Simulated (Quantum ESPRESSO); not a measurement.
## Cu (Fm-3m): pw.x, ph.x and EPW

Wanted: λ, Tc and ρ(T) of Cu (Fm-3m) from Quantum ESPRESSO and EPW.

Main program and level: Quantum ESPRESSO 7.5; DFT PBE, scalar-relativistic, plane waves, SG15 1.2 norm-conserving pseudopotentials.

Report form: the programs' logs are mostly left out.

**1. Set-up**

It takes space group Fm-3m (No. 225, cubic). Conventional cell: a = 3.615 Å, b = 3.615 Å, c = 3.615 Å, α = 90.00°, β = 90.00°, γ = 90.00°. Nearest to Cu lie 12 Cu at 2.56 Å.

**2. Relaxation**

The cell is relaxed under the functional used for all that follows.

relax.in reads:

```
&control
   calculation = 'vc-relax'
   prefix = 'x'
   outdir = './tmp'
   pseudo_dir = './pseudo'
   tprnfor = .true.
   tstress = .true.
   etot_conv_thr = 1.0d-05
   forc_conv_thr = 4.0d-04
/
&system
   ibrav = 0
   nat = 1
   ntyp = 1
   ecutwfc = 75.0
   occupations = 'smearing'
   smearing = 'mv'
   degauss = 0.02
/
&electrons
   conv_thr = 1.0d-11
/
&ions
/
&cell
   press_conv_thr = 0.4
/
ATOMIC_SPECIES
 Cu     63.5460  Cu.upf
CELL_PARAMETERS angstrom
     0.000000000    1.807500000    1.807500000
     1.807500000    0.000000000    1.807500000
     1.807500000    1.807500000    0.000000000
ATOMIC_POSITIONS crystal
 Cu     0.000000000   0.000000000   0.000000000
K_POINTS automatic
 12 12 12 0 0 0
```

Run with:

```console
$ OMP_NUM_THREADS=1 mpirun -n 16 pw.x -nk 16 -in relax.in > relax.out
```

Run time: 5.3 s. Hardware: 16 MPI ranks of Arm Neoverse V2, shared host.

This step gave:

* free energy: -4968.9213 eV
* pressure: -0.284 GPa
* volume per atom: 11.75 Å³/atom

The volume ends at 11.75 Å³ an atom, -0.5 % from the start.

**3. Ground state**

Linear response needs a tightly converged ground state.

scf.in reads:

```
&control
   calculation = 'scf'
   prefix = 'x'
   outdir = './tmp'
   pseudo_dir = './pseudo'
   tprnfor = .true.
   tstress = .true.
/
&system
   ibrav = 0
   nat = 1
   ntyp = 1
   ecutwfc = 75.0
   occupations = 'smearing'
   smearing = 'mv'
   degauss = 0.02
/
&electrons
   conv_thr = 1.0d-12
/
ATOMIC_SPECIES
 Cu     63.5460  Cu.upf
CELL_PARAMETERS angstrom
     0.000000000    1.804438100    1.804438100
     1.804438100    0.000000000    1.804438100
     1.804438100    1.804438100    0.000000000
ATOMIC_POSITIONS crystal
 Cu     0.000000000   0.000000000   0.000000000
K_POINTS automatic
 12 12 12 0 0 0
```

Run with:

```console
$ OMP_NUM_THREADS=1 mpirun -n 16 pw.x -nk 16 -in scf.in > scf.out
```

It took 2.3 s on 16 MPI ranks; 29 s of CPU time.

Numbers from this step:

```yaml
fermi_energy: 17.64 eV
```

The Fermi level lies at 17.64 eV and the pressure is -0.28 GPa.

**4. Phonons on the coarse mesh**

ph.x gives the dynamical matrices and the changes of the potential on a coarse q mesh, which EPW interpolates.

ph.in reads:

```
phonons
&inputph
   prefix = 'x'
   outdir = './tmp'
   tr2_ph = 1.0d-14
   fildyn = 'x.dyn'
   fildvscf = 'dvscf'
   ldisp = .true.
   nq1 = 6
   nq2 = 6
   nq3 = 6
   alpha_mix(1) = 0.5
   amass(1) = 63.546
/
```

Run with:

```console
$ OMP_NUM_THREADS=1 mpirun -n 16 ph.x -nk 16 -in ph.in > ph.out
```

Wall time 16 min (16 MPI ranks).

This step gave:

| Property | Result |
| --- | --- |
| lowest frequency off the zone centre | 62.80 cm⁻¹ |
| largest magnitude of the acoustic modes at the zone centre, before the sum rule | 23.55 cm⁻¹ |

Frequencies at the irreducible wavevectors:

```
    q1      q2       q3  star  mode 1 (cm⁻¹)  mode 2 (cm⁻¹)  mode 3 (cm⁻¹)
     0       0        0     1           23.6           23.6           23.6
     0       0   0.1667     8           62.8           62.8          135.4
     0       0   0.3333     8          103.3          103.3          223.8
     0       0      0.5     4          119.9          119.9          254.3
     0  0.1667   0.1667     6           92.5           92.5          133.9
     0  0.1667   0.3333    24          123.3          123.7          205.3
     0  0.1667      0.5    24          133.8          151.2          241.4
     0  0.1667  -0.3333    24          119.3          157.1          232.2
     0  0.1667  -0.1667    12           82.9          128.3            186
     0  0.3333   0.3333     6          151.9          151.9          221.9
     0  0.3333      0.5    24          160.2          177.8          235.6
     0  0.3333  -0.3333    12          146.8            211          213.2
     0     0.5      0.5     3          173.2          173.2          248.3
0.1667  0.3333      0.5    24          141.3          173.6          224.8
0.1667  0.3333  -0.3333    24          154.8          192.6          225.8
0.1667     0.5  -0.3333    12          171.5            193          229.4
```

The lowest mode off the zone centre lies at 62.8 cm⁻¹ and the highest of all solved modes at 254 cm⁻¹, so the solved wavevectors are stable. The acoustic modes at the centre lie within 24 cm⁻¹ of zero before the sum rule is imposed.

**5. Bands for the check**

Bands on a path serve later as the test of the Wannier interpolation; inside the frozen window, points that lie on the coarse mesh match by construction, and those between them test it.

bands.in reads:

```
&control
   calculation = 'bands'
   prefix = 'x'
   outdir = './tmp'
   pseudo_dir = './pseudo'
   verbosity = 'high'
/
&system
   ibrav = 0
   nat = 1
   ntyp = 1
   ecutwfc = 75.0
   occupations = 'smearing'
   smearing = 'mv'
   degauss = 0.02
   nbnd = 32
/
&electrons
   conv_thr = 1.0d-10
/
ATOMIC_SPECIES
 Cu     63.5460  Cu.upf
CELL_PARAMETERS angstrom
     0.000000000    1.804438100    1.804438100
     1.804438100    0.000000000    1.804438100
     1.804438100    1.804438100    0.000000000
ATOMIC_POSITIONS crystal
 Cu     0.000000000   0.000000000   0.000000000
K_POINTS crystal
48
 0.37500000 0.37500000 0.75000000 0.02083333
 0.35156250 0.35156250 0.70312500 0.02083333
 0.32812500 0.32812500 0.65625000 0.02083333
 0.30468750 0.30468750 0.60937500 0.02083333
[the list of k-points goes on]
```

Run with:

```console
$ OMP_NUM_THREADS=1 mpirun -n 16 pw.x -nk 16 -in bands.in > bands.out
```

The job ended after 1.5 s (16 MPI ranks).

**6. States on the coarse mesh**

Wannier functions need the states on a full uniform k mesh, and the couplings need it to be a multiple of the q mesh.

nscf.in reads:

```
&control
   calculation = 'nscf'
   prefix = 'x'
   outdir = './tmp'
   pseudo_dir = './pseudo'
   verbosity = 'high'
/
&system
   ibrav = 0
   nat = 1
   ntyp = 1
   ecutwfc = 75.0
   occupations = 'smearing'
   smearing = 'mv'
   degauss = 0.02
   nbnd = 32
/
&electrons
   conv_thr = 1.0d-11
/
ATOMIC_SPECIES
 Cu     63.5460  Cu.upf
CELL_PARAMETERS angstrom
     0.000000000    1.804438100    1.804438100
     1.804438100    0.000000000    1.804438100
     1.804438100    1.804438100    0.000000000
ATOMIC_POSITIONS crystal
 Cu     0.000000000   0.000000000   0.000000000
K_POINTS crystal
1728
 0.00000000 0.00000000 0.00000000 0.00057870
 0.00000000 0.00000000 0.08333333 0.00057870
 0.00000000 0.00000000 0.16666667 0.00057870
 0.00000000 0.00000000 0.25000000 0.00057870
[the list of k-points goes on]
```

Run with:

```console
$ OMP_NUM_THREADS=1 mpirun -n 16 pw.x -nk 16 -in nscf.in > nscf.out
```

The job ended after 34 s (16 MPI ranks; 9 min of CPU time).

**7. Wannier functions and couplings**

Projections Cu s, p, d start 9 Wannier functions; states up to 2.5 eV over the Fermi level are frozen, and the projected functions are kept without the localisation step. Hamiltonian, force constants and couplings go to real space.

epw1.in reads:

```
--
&inputepw
   prefix = 'x'
   outdir = './tmp'
   dvscf_dir = './save'
   elph = .true.
   etf_mem = 1
   nbndsub = 9
   bands_skipped = 'exclude_bands = 1-4'
   use_ws = .true.
   vme = 'wannier'
   asr_typ = 'crystal'
   nk1 = 12
   nk2 = 12
   nk3 = 12
   nq1 = 6
   nq2 = 6
   nq3 = 6
   amass(1) = 63.546
   epwwrite = .true.
   epwread = .false.
   wannierize = .true.
   num_iter = 0
   dis_win_max = 57.64
   dis_froz_max = 20.139
   proj(1) = 'Cu:s;p;d'
   wdata(1) = 'dis_num_iter = 600'
   wdata(2) = 'guiding_centres = .true.'
   wdata(3) = 'num_print_cycles = 50'
   wdata(4) = 'dis_mix_ratio = 0.7'
   band_plot = .true.
   filkf = 'path.dat'
   filqf = 'path.dat'
   fsthick = 100.0
   efermi_read = .true.
   fermi_energy = 17.6389
/
```

Run with:

```console
$ OMP_NUM_THREADS=1 mpirun -n 16 epw.x -nk 16 -in epw1.in > epw1.out
```

Wall time 19 min (16 MPI ranks).

This step gave:

| Item | Value |
| --- | --- |
| r.m.s. error of the interpolated bands from 2 eV under to 1 eV over the Fermi level | 5.9 meV |
| largest error in that range | 29.4 meV |
| lowest interpolated frequency on the path | 0 cm⁻¹ |

Electronic bands along the path, in eV, zero at the Fermi level; # counts the bands kept:

```
          point     #3     #4     #5     #6     #7     #8     #9    #10
              K  -2.73  -2.01  -1.63   4.40   5.81   7.94  15.30  19.43
        halfway  -2.95  -2.48  -2.46  -1.44  13.15  13.91  24.09  24.17
              Γ  -2.99  -2.99  -2.15  -2.15  22.94  25.50  25.50  25.50
0.54 of the way  -2.84  -2.84  -2.02  -2.02  11.63  22.60  22.85  22.85
              L  -3.02  -1.57  -1.57  -0.97   3.84  21.37  22.29  22.29
0.45 of the way  -2.97  -2.60  -1.63   1.80   4.24  15.01  15.47  23.50
              W  -3.50  -2.19  -1.44   6.28   6.28   8.39   8.92  28.49
0.43 of the way  -2.55  -1.90  -1.44   3.55   7.60   9.54  10.63  22.61
              X  -1.59  -1.43  -1.43   1.55   7.21  13.22  13.22  17.69
```

The same for Wannier interpolation:

```
point     #3     #4     #5     #6     #7     #8     #9
    K  -2.73  -2.01  -1.63   4.53   6.78   9.20  15.36
    Γ  -2.99  -2.99  -2.15  -2.15  27.12  27.12  27.12
    L  -3.02  -1.57  -1.57  -0.97   4.21  22.29  22.29
    W  -3.50  -2.19  -1.44   7.17   7.17   8.92  11.57
    X  -1.59  -1.43  -1.43   1.55   8.56  13.22  13.22
```

The phonon branches at the labelled points (cm⁻¹):

```
          point  branch 1  branch 2  branch 3
              K       155       199       224
        halfway        90       139       198
              Γ         0         0         0
0.54 of the way        87        87       195
              L       118       118       253
0.45 of the way       136       164       238
              W       170       211       211
0.43 of the way       170       186       232
              X       172       172       247
```

Near the Fermi level the interpolated bands miss those of pw.x by 6 meV r.m.s. and 29 meV at most, each level matched to the nearest interpolated one; the r.m.s. value is under the 60 meV set for going on.

**8. Coupling and Tc: fine k 20×20×20, q 10×10×10, width 0.15 eV, window 0.61 eV**

The couplings are interpolated to a fine mesh near the Fermi level; their sum gives α²F and λ, and the linearised gap equation gives Tc.

a2f-1.in reads:

```
--
&inputepw
   prefix = 'x'
   outdir = './tmp'
   dvscf_dir = './save'
   elph = .true.
   etf_mem = 1
   nbndsub = 9
   bands_skipped = 'exclude_bands = 1-4'
   use_ws = .true.
   vme = 'wannier'
   asr_typ = 'crystal'
   nk1 = 12
   nk2 = 12
   nk3 = 12
   nq1 = 6
   nq2 = 6
   nq3 = 6
   amass(1) = 63.546
   epwwrite = .false.
   epwread = .true.
   wannierize = .false.
   nkf1 = 20
   nkf2 = 20
   nkf3 = 20
   nqf1 = 10
   nqf2 = 10
   nqf3 = 10
   mp_mesh_k = .true.
   ephwrite = .true.
   eliashberg = .true.
   liso = .true.
   limag = .true.
   tc_linear = .true.
   tc_linear_solver = 'lapack'
   fsthick = 0.61
   degaussw = 0.15
   degaussq = 0.5
   nqstep = 500
   muc = 0.13
   wscut = 0.3
   nsiter = 500
   nstemp = 7
   temps = 0.5 1.0 2.0 4.0 8.0 16.0 32.0
/
```

Run with:

```console
$ OMP_NUM_THREADS=1 mpirun -n 16 epw.x -nk 16 -in a2f-1.in > a2f-1.out
```

Elapsed: 4.4 min, on 16 MPI ranks.

**9. Resistivity: fine k 24×24×24, q 12×12×12, adaptive width, window 0.32 eV**

The Boltzmann equation is solved by iteration on a fine mesh; only states within the window around the Fermi level enter.

bte-1.in reads:

```
--
&inputepw
   prefix = 'x'
   outdir = './tmp'
   dvscf_dir = './save'
   elph = .true.
   etf_mem = 1
   nbndsub = 9
   bands_skipped = 'exclude_bands = 1-4'
   use_ws = .true.
   vme = 'wannier'
   asr_typ = 'crystal'
   nk1 = 12
   nk2 = 12
   nk3 = 12
   nq1 = 6
   nq2 = 6
   nq3 = 6
   amass(1) = 63.546
   epwwrite = .false.
   epwread = .true.
   wannierize = .false.
   nkf1 = 24
   nkf2 = 24
   nkf3 = 24
   nqf1 = 12
   nqf2 = 12
   nqf3 = 12
   mp_mesh_k = .true.
   scattering = .true.
   iterative_bte = .true.
   epmatkqread = .false.
   assume_metal = .true.
   int_mob = .false.
   carrier = .false.
   ngaussw = -99
   mob_maxiter = 200
   broyden_beta = 0.7
   fsthick = 0.32
   degaussw = 0.0
   nstemp = 6
   temps = 150 200 273 300 400 500
   restart = .false.
   selecqread = .false.
/
```

Run with:

```console
$ OMP_NUM_THREADS=1 mpirun -n 16 epw.x -nk 16 -in bte-1.in > bte-1.out
```

Elapsed: 6.6 min, on 16 MPI ranks; 1.8 h of CPU time.

Numbers from this step:

* iterations: 20
* resistivity at 300 K: 2.011 μΩ cm

Resistivity, by row:

```
T (K)  rho_xx (μΩ cm)  rho_yy  rho_zz  relaxation-time approximation, mean of the axes (μΩ cm)
  150           1.546   1.546   1.546                                                     1.51
  200           1.655   1.655   1.655                                                    1.597
  273           1.898   1.898   1.898                                                    1.815
  300           2.011   2.011   2.011                                                     1.92
  400            2.48    2.48    2.48                                                    2.361
  500            2.97    2.97    2.97                                                    2.827
```

ρ(300 K) = 2.01 μΩ cm; the relaxation-time start gave 1.92. One mesh does not show convergence. The largest adaptive width printed is 0.50 eV, against a window of 0.32 eV outside which no state is counted.

**10. Resistivity, input with a fault, fine q mesh 8×8×8, fine mesh 8×8×8**

Another input is tried.

bad.in, as its differences from bte-1.in of step 9:

```diff
@@ -22,8 +22,8 @@
    wannierize = .false.
-   nkf1 = 24
-   nkf2 = 24
-   nkf3 = 24
-   nqf1 = 12
-   nqf2 = 12
-   nqf3 = 12
+   nkf1 = 8
+   nkf2 = 8
+   nkf3 = 8
+   nqf1 = 8
+   nqf2 = 8
+   nqf3 = 8
    mp_mesh_k = .true.
```

Run with:

```console
$ OMP_NUM_THREADS=1 mpirun -n 16 epw.x -nk 16 -in bad.in > bad.out
```

Wall time 78 s (16 MPI ranks).

Numbers from this step:

| Quantity | Value |
| --- | --- |
| resistivity at 300 K | 0.7224 μΩ cm |

Resistivity, by row:

```
T (K)  rho_xx (μΩ cm)  rho_yy  rho_zz  relaxation-time approximation, mean of the axes (μΩ cm)
  150          0.2064  0.2064  0.2064                                                   0.2073
  200          0.3407  0.3407  0.3407                                                     0.34
  273          0.6048  0.6048  0.6048                                                    0.601
  300          0.7224  0.7224  0.7224                                                   0.7172
  400           1.234   1.234   1.234                                                    1.222
  500           1.788   1.788   1.788                                                    1.765
```

This input has a fine mesh far too coarse, and its ρ(300 K) = 0.722 μΩ cm is no result.

Between step 9 and this run (fine q mesh 8×8×8 and fine mesh 8×8×8) the value for the resistivity at 300 K moves from 2.01 μΩ cm to 0.722 μΩ cm (-64 %).

**11. Coupling and Tc: fine k 32×32×32, q 16×16×16, width 0.1 eV, window 0.41 eV**

The sum is repeated with other meshes, delta width and window to test it.

a2f-2.in reads:

```
--
&inputepw
   prefix = 'x'
   outdir = './tmp'
   dvscf_dir = './save'
   elph = .true.
   etf_mem = 1
   nbndsub = 9
   bands_skipped = 'exclude_bands = 1-4'
   use_ws = .true.
   vme = 'wannier'
   asr_typ = 'crystal'
   nk1 = 12
   nk2 = 12
   nk3 = 12
   nq1 = 6
   nq2 = 6
   nq3 = 6
   amass(1) = 63.546
   epwwrite = .false.
   epwread = .true.
   wannierize = .false.
   nkf1 = 32
   nkf2 = 32
   nkf3 = 32
   nqf1 = 16
   nqf2 = 16
   nqf3 = 16
   mp_mesh_k = .true.
   ephwrite = .true.
   eliashberg = .true.
   liso = .true.
   limag = .true.
   tc_linear = .true.
   tc_linear_solver = 'lapack'
   fsthick = 0.41
   degaussw = 0.1
   degaussq = 0.5
   nqstep = 500
   muc = 0.13
   wscut = 0.3
   nsiter = 500
   nstemp = 7
   temps = 0.5 1.0 2.0 4.0 8.0 16.0 32.0
/
```

Run with:

```console
$ OMP_NUM_THREADS=1 mpirun -n 16 epw.x -nk 16 -in a2f-2.in > a2f-2.out
```

Wall time 17 min (16 MPI ranks); 4.6 h of CPU time.

**12. Coupling and Tc: fine k 32×32×32, q 16×16×16, width 0.05 eV, window 0.3 eV**

The sum is repeated with other delta width and window to test it.

a2f-3.in, as its differences from a2f-2.in of step 11:

```diff
@@ -35,4 +35,4 @@
    tc_linear_solver = 'lapack'
-   fsthick = 0.41
-   degaussw = 0.1
+   fsthick = 0.3
+   degaussw = 0.05
    degaussq = 0.5
```

Run with:

```console
$ OMP_NUM_THREADS=1 mpirun -n 16 epw.x -nk 16 -in a2f-3.in > a2f-3.out
```

The job ended after 18 min (16 MPI ranks).

**13. Summary of results**

| Item | Value |
| --- | --- |
| Wannier functions, band error | 9 functions; 6 meV r.m.s. |
| resistivity at 300 K, 24×24×24 | 2.01 μΩ cm, unsound |

**Reading.** Step 7: Of the bands kept, 1 crosses the Fermi level on this path. Step 7: On this path the spectrum ends at 253 cm⁻¹ (at L). Step 7: No branch goes imaginary on this path. On the finest meshes run, Cu (Fm-3m) has an unconverged phonon-limited resistivity of 2.01 μΩ cm at 300 K. The resistivity rests on one fine mesh, a coarse one, and its convergence is untested: it is no result for this metal. On the finest mesh the adaptive width still reaches 0.50 eV against a window of 0.32 eV; the window, which cuts off final states, was not widened. The coupling runs printed λ = 0.132, 0.131 and 0.135; at such weak coupling McMillan's estimate at μ* = 0.13 is zero or meaningless, and a run whose estimate is zero stops at the first guess of the gap. Between 150 and 500 K the resistivity rises by a factor of 1.92, against 3.33 for a straight line through the origin; phonon scattering should fall faster than that line on cooling, so the temperature dependence is not converged. Measured: resistivity: 1.725 μΩ cm at 300 K (at 300 K; handbook value for the pure polycrystalline metal; quoted in “CRC Handbook of Chemistry and Physics, 84th edition, Electrical Resistivity of Pure Metals”, 2003, CRC Press, section 12, read from Wikipedia's data page); the unsound value above is not graded against it. Measured: resistivity: 3.09 μΩ cm at 500 K (at 500 K; handbook value for the pure polycrystalline metal; quoted in “CRC Handbook of Chemistry and Physics, 84th edition, Electrical Resistivity of Pure Metals”, 2003, CRC Press, section 12, read from Wikipedia's data page); the unsound value above is not graded against it. Measured: resistivity: 1.71 μΩ cm at 300 K (bulk resistivity, isotropic; bulk Cu, literature reference value; quoted in “Resistivity scaling model for metals with conduction band anisotropy”, 2017, arxiv:1711.00796); the unsound value above is not graded against it. Under gradient-corrected functionals ph.x can misplace modes where the density is low; no frozen-phonon run checks them. The q mesh of ph.x (6×6×6), the k mesh and smearing of the ground state (12×12×12) and EPW's coarse k mesh (12×12×12) were not varied. Only scattering by harmonic phonons counts; impurities, grain boundaries and thermal expansion are left out.

[The logs of pw.x and epw.x are selected lines.]

[Logs are printed without paths, hosts, clocks, repeated set-up lines and the standing remarks that a program may print on its own settings, such as how far it seeks lower states.]

[Hosts, paths, dates, database ids (printed as entryN), source tags and the programs' standing remarks are cut or masked in the printed files.]
